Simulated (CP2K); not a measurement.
Consider silicon tetrafluoride at its PBE geometry (Å).

```xyz
5

F     1.5437   -0.1695    0.2310
Si   -0.0007   -0.0039   -0.0019
F    -0.3097    1.4996   -0.3276
F    -0.7936   -0.3989    1.2950
F    -0.4397   -0.9274   -1.1964
```

Method: CP2K XAS_TDP, all-electron GAPW, PBEh(45%), aug-pc-1, TDA, GW2X-corrected core level, ZORA, spin–orbit coupling.

Question: Predict the bright core excitations at the Si L₂,₃ edge.

Leading lines: Si2 109.28 eV. The leading line of an atom is its first one with 35 % of the strongest within 2.5 eV of its lowest line over the strength cut. Core ionisation energies at this level: Si2 113.23/113.23/113.83 eV; the 2p½ level lies 0.59 eV above the 2p3/2 pair.

The first six lines of each atom with a strength over 0.0003:

```csv
atom,energy (eV),states,"strength, one atom",above the computed threshold
Si2 (bonded to 4 F),109.28,3,0.0171,
,109.86,3,0.0304,
,111.53,2,0.0005,
,111.57,2,0.0022,
,111.58,1,0.0009,
,111.61,1,0.0007,
```

Lines are vertical, at one geometry, with no vibrational structure. GW2X ionisation energies and lines can be off by 1 to 2 eV either way, and a good line position may hide errors that cancel. Rydberg lines, and the discretised continuum above threshold, depend on the basis and the box.

[Banner, clock and machine lines of the logs are left out without a mark of their own.]

[Logs are printed without paths, hosts, clocks, repeated set-up lines and the standing remarks that a program may print on its own settings, such as how far it seeks lower states.]

[Hosts, paths, dates, database ids (printed as entryN), source tags and the programs' standing remarks are cut or masked in the printed files.]
